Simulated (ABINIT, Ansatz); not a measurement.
# Quasiparticle gap of BaNaH6Ir (F-43m) in ABINIT, part 3 of 3

Wanted: ground state, empty states, screening and self-energy for BaNaH6Ir (F-43m).

ABINIT 10.8.3; LDA and many-body steps on it, plane waves. Known limits of the many-body steps: not at the basis limit; no spin polarisation; d states lean on the start; no spin-orbit coupling; coarse k mesh.

So far. Step 4 (Empty states on the mesh, 2×2×2 mesh, 237 bands): On this mesh the gap is 2.990 eV. Step 5 (Screening, 2×2×2 mesh, 217 bands, screening to 176.9 eV): Local fields lower ε∞ by 19 %. On a Γ-centred mesh this coarse the value itself is usually too large, while a short band sum pulls it down.

## 6. Self-energy, 2×2×2 mesh, 217 bands, screening to 176.9 eV

The self-energy is evaluated for the states that the input lists, and the levels follow from it, in one-shot runs by the linearised quasiparticle equation.

This step: G0W0 on LDA, plane waves, norm-conserving pseudopotentials.

Contents of run.abi:

```
acell 3*1.0 Angstrom
rprim 
  -0.000000000000 3.922549000000 3.922549000000
  3.922549000000 -0.000000000000 3.922549000000
  3.922549000000 3.922549000000 -0.000000000000
ntypat 4
znucl 11 56 1 77
natom 9
typat 1 2 3 3 3 3 3 3 4
xred 
  0.250000000000 0.250000000000 0.250000000000
  0.750000000000 0.750000000000 0.750000000000
  0.784973000000 0.215027000000 0.215027000000
  0.215027000000 0.784973000000 0.215027000000
  0.784973000000 0.784973000000 0.215027000000
  0.215027000000 0.784973000000 0.784973000000
  0.784973000000 0.215027000000 0.784973000000
  0.215027000000 0.215027000000 0.784973000000
  0.000000000000 0.000000000000 0.000000000000
pp_dirpath "pseudos"
pseudos "Na.upf, Ba.upf, H.upf, Ir.upf"
ecut 38
ngkpt 2 2 2
nshiftk 1
shiftk 0 0 0
kptopt 1
chksymbreak 0
istwfk *1
occopt 1
irdwfk 1
optdriver 4
nband 217
gwcalctyp 0
ecutsigx 38
symsigma 1
nkptgw 2
kptgw 
  0.0000000000 0.0000000000 0.0000000000
  0.5000000000 0.5000000000 0.0000000000
bdgw 
  19 24
  20 23
ecuteps 6.5
irdscr 1
ppmodel 1
indata_prefix "in"
outdata_prefix "out"
tmpdata_prefix "tmp"
```

Run with:

```console
$ OMP_NUM_THREADS=1 mpirun -n 4 abinit run.abi > log
```

Numbers of over 12 decimals in the logs are rounded to 6 here.

The program printed:

```text
.Version 10.8.3 of ABINIT. v10.8.2 released Aug 2026.

 Symmetries : space group F-4 3 m (#216); Bravais cF (face-center cubic)
[... echo of the input left out ...]
== DATASET  1 ==================================================================
-   mpi_nproc: 4, omp_nthreads: 1 (-1 if OMP is not activated)

--- !DatasetInfo
iteration_state: {dtset: 1, }
dimensions: {natom: 9, nkpt: 3, mband: 217, nsppol: 1, nspinor: 1, nspden: 1, mpw: 9185, }
cutoff_energies: {ecut:  38.0, pawecutdg:  -1.0, }
electrons: {nelect:   4.20000000E+01, charge:   0.00000000E+00, occopt:   1.00000000E+00, tsmear:   1.00000000E-02, }

 SIGMA: Calculation of the GW corrections

 Based on a program developped by R.W. Godby, V. Olevano, G. Onida, and L. Reining.
 Incorporated in ABINIT by V. Olevano, G.-M. Rignanese, and M. Torrent.
.Using double precision arithmetic ; gwpc =  8

[... cell and pseudopotentials left out ...]
--------------------------------------------------------------------------------

 ==== K-mesh for the wavefunctions ====
 Number of points in the irreducible wedge :     3
[... list of points left out ...]
 Together with 24 symmetry operations and time-reversal symmetry
 yields     8 points in the full Brillouin Zone.

 ==== Q-mesh for screening function ====
 Number of points in the irreducible wedge :     3
[... list of points left out ...]
 Together with 24 symmetry operations and time-reversal symmetry
 yields     8 points in the full Brillouin Zone.

 vcoul_init : cutoff-mode = AUXILIARY_FUNCTION
 q-points for optical limit:   1
     1)      0.000010    0.000020    0.000030
 setmesh: FFT mesh size selected  =    60x   60x   60
          total number of points  =       216000

 Number of electrons calculated from density =   42.0000; Expected =   42.0000
 average of density, n =  0.051561
 r_s =    1.6667
 omega_plasma =   21.9035 [eV]

 === KS Band Gaps ===
  >>>> For spin  1
   Minimum direct gap =   3.0205 [eV], located at k-point      :   0.5000  0.5000  0.0000
   Fundamental gap    =   2.9903 [eV], Top of valence bands at :   0.0000  0.0000  0.0000
                                       Bottom of conduction at :   0.5000  0.5000  0.0000
 SIGMA fundamental parameters:
 PLASMON POLE MODEL  1
 number of plane-waves for SigmaX                 9185
 number of plane-waves for SigmaC and W            645
 number of plane-waves for wavefunctions          9185
 number of bands                                   217
 number of independent spin polarizations            1
 number of spinorial components                      1
 number of k-points in IBZ                           3
 number of q-points in IBZ                           3
 number of symmetry operations                      24
 number of k-points in BZ                            8
 number of q-points in BZ                            8
 number of frequencies for dSigma/dE                 9
 frequency step for dSigma/dE [eV]                0.25
 number of omega for Sigma on real axis              0
 max omega for Sigma on real axis  [eV]           0.00
 zcut for avoiding poles [eV]                     0.10

 EPSILON^-1 parameters (SCR file):
 dimension of the eps^-1 matrix on file            645
 dimension of the eps^-1 matrix used               645
 number of plane-waves for wavefunctions          9185
 number of bands                                   217
 number of q-points in IBZ                           3
 number of frequencies                               2
 number of real frequencies                          1
 number of imag frequencies                          1

 matrix elements of self-energy operator (all in [eV])

 Perturbative Calculation

--- !SelfEnergy_ee
iteration_state: {dtset: 1, }
kpoint     : [   0.000,    0.000,    0.000, ]
spin       : 1
KS_gap     :    4.356
QP_gap     :    5.458
Delta_QP_KS:    1.102
data: !SigmaeeData |
     Band     E0 <VxcDFT>   SigX SigC(E0)      Z dSigC/dE  Sig(E)    E-E0       E
       19   1.722 -18.170 -21.641   3.357   0.778  -0.285 -18.259  -0.089   1.632
       20   1.722 -18.170 -21.641   3.357   0.778  -0.285 -18.259  -0.089   1.632
       21   1.722 -18.170 -21.641   3.357   0.778  -0.285 -18.259  -0.089   1.632
       22   6.078  -8.577  -4.021  -3.352   0.841  -0.189  -7.565   1.012   7.090
       23   6.873 -12.709  -7.531  -3.513   0.821  -0.217 -11.342   1.368   8.240
       24   6.873 -12.709  -7.531  -3.513   0.821  -0.217 -11.342   1.368   8.240

--- !SelfEnergy_ee
iteration_state: {dtset: 1, }
kpoint     : [   0.500,    0.500,    0.000, ]
spin       : 1
KS_gap     :    3.020
QP_gap     :    4.298
Delta_QP_KS:    1.278
data: !SigmaeeData |
     Band     E0 <VxcDFT>   SigX SigC(E0)      Z dSigC/dE  Sig(E)    E-E0       E
       20   1.692 -17.958 -21.423   3.312   0.778  -0.285 -18.077  -0.119   1.572
       21   1.692 -17.958 -21.423   3.312   0.778  -0.285 -18.077  -0.119   1.572
       22   4.712 -11.462  -7.150  -2.916   0.830  -0.204 -10.303   1.158   5.870
       23   6.945 -11.156  -6.632  -3.130   0.831  -0.203  -9.998   1.158   8.103

== END DATASET(S) ==============================================================
================================================================================

 -outvars: echo values of variables after computation  --------
           etotal      0.0000000000E+00
            nband         217
             nkpt           3
          spgroup         216
 [... the other variables as echoed above ...]

 Calculation completed.
```

The job ended after 42 s (4 MPI ranks of Arm Neoverse V1, shared host; peak memory 1.9 GiB; 2.8 min of CPU time).

This step gave:

- G0W0 gap on the points computed: 4.238 eV
- starting gap on the mesh: 2.990 eV
- k of the valence top: 0, 0, 0
- k of the conduction bottom: 0.5, 0.5, 0
- Z at the valence top: 0.778
- Z at the conduction bottom: 0.83
- least direct G0W0 gap on the computed points: 4.298 eV

The gap on the mesh goes from 2.99 eV to 4.24 eV, a correction of +1.25 eV.

Limits: finite bands, cutoff and mesh; no spin polarisation; d states lean on the start; no spin-orbit coupling; coarse k mesh. v1 is the top filled band, c1 the lowest empty one. Levels before and after the correction, in eV, zero at the valence-band top of each column:

```tsv
	conduction bottom	valence top
Kohn-Sham	2.99	0.00
G0W0	4.24	0.00
```

```tsv
	level	energy (eV)
Kohn-Sham	Γ v3-v1	0.000
Kohn-Sham	Γ c1	4.356
Kohn-Sham	Γ c2-c3	5.151
Kohn-Sham	(0.5 0.5 0) v2-v1	-0.030
Kohn-Sham	(0.5 0.5 0) c1	2.990
Kohn-Sham	(0.5 0.5 0) c2	5.223
G0W0	Γ v3-v1	0.000
G0W0	Γ c1	5.458
G0W0	Γ c2-c3	6.608
G0W0	(0.5 0.5 0) v2-v1	-0.060
G0W0	(0.5 0.5 0) c1	4.238
G0W0	(0.5 0.5 0) c2	6.471
```

## 7. Where the time went

Times are wall times on 4 MPI ranks of Arm Neoverse V1, shared host, good to a factor of about two.

```tsv
step	time	share	memory (GiB)
ground state	34 s	11 %	0.51
bands along the symmetry lines	44 s	15 %	0.46
empty states on the mesh	2.1 min	43 %	0.47
screening	50 s	17 %	2.3
self-energy	42 s	14 %	1.9
```

## 8. What came out

```
LDA gap              : 2.99 eV, indirect (only 30 meV under the direct gap)
G0W0 gap on the mesh : 4.24 eV
GW settings          : 2×2×2 mesh, 217 bands, screening to 176.9 eV, Godby-Needs plasmon pole
known limits         : not at the basis limit; no spin polarisation; d states lean on the start; no spin-orbit coupling; coarse k mesh
```

What this shows: G0W0 moves the gap on the mesh from 2.99 eV to 4.24 eV (+1.25 eV), with Z of 0.78 and 0.83 at the edges. Local fields lower the RPA ε∞ on this mesh from 5.04 to 4.10; a Γ-centred mesh this coarse tends to raise both, most where the direct gap is narrow, while a short band sum lowers them. Only 2 of the mesh's irreducible points were corrected, so a valley elsewhere could overtake. The dearest step here is «empty states on the mesh». Bands and cutoff are finite, so the gap is not at the basis limit. The miss can reach some tenths of an eV and take either sign; the mesh is an error of its own. In the G0W0 run levels were corrected at 2 k points alone, so a gap called «on the mesh» is the least over those, and an edge elsewhere would be missed. The 2×2×2 mesh is coarse for this cell, which bears on the long-range parts of exchange and screening. The runs have no spin polarisation. For a closed low-spin shell that is the natural state; where a d or f shell is open it is a constraint, and the gap is then not the crystal's own. With d states at the gap, one-shot GW leans hard on its start. The many-body steps are scalar-relativistic: spin-orbit coupling is not in them.

[Paths, hosts, dates, memory and timing lines, banners, echoed tables and standing remarks are left out of the program output.]

[Logs are printed without paths, hosts, clocks, repeated set-up lines and the standing remarks that a program may print on its own settings, such as how far it seeks lower states.]

[Runs of the session that timed out or met a known fault of the program may be left out.]

[Hosts, paths, dates, database ids (printed as entryN), source tags and the programs' standing remarks are cut or masked in the printed files.]

[G0W0 gaps are taken among the corrected bands and points alone; a level outside them can change the order at an edge.]

[Where Ansatz stands beside ABINIT at settings called matched, ABINIT's density can come from a denser mesh and the files from another edition; pairs whose starting gaps differed by over 0.03 eV were left out, so agreement reads better than it is.]
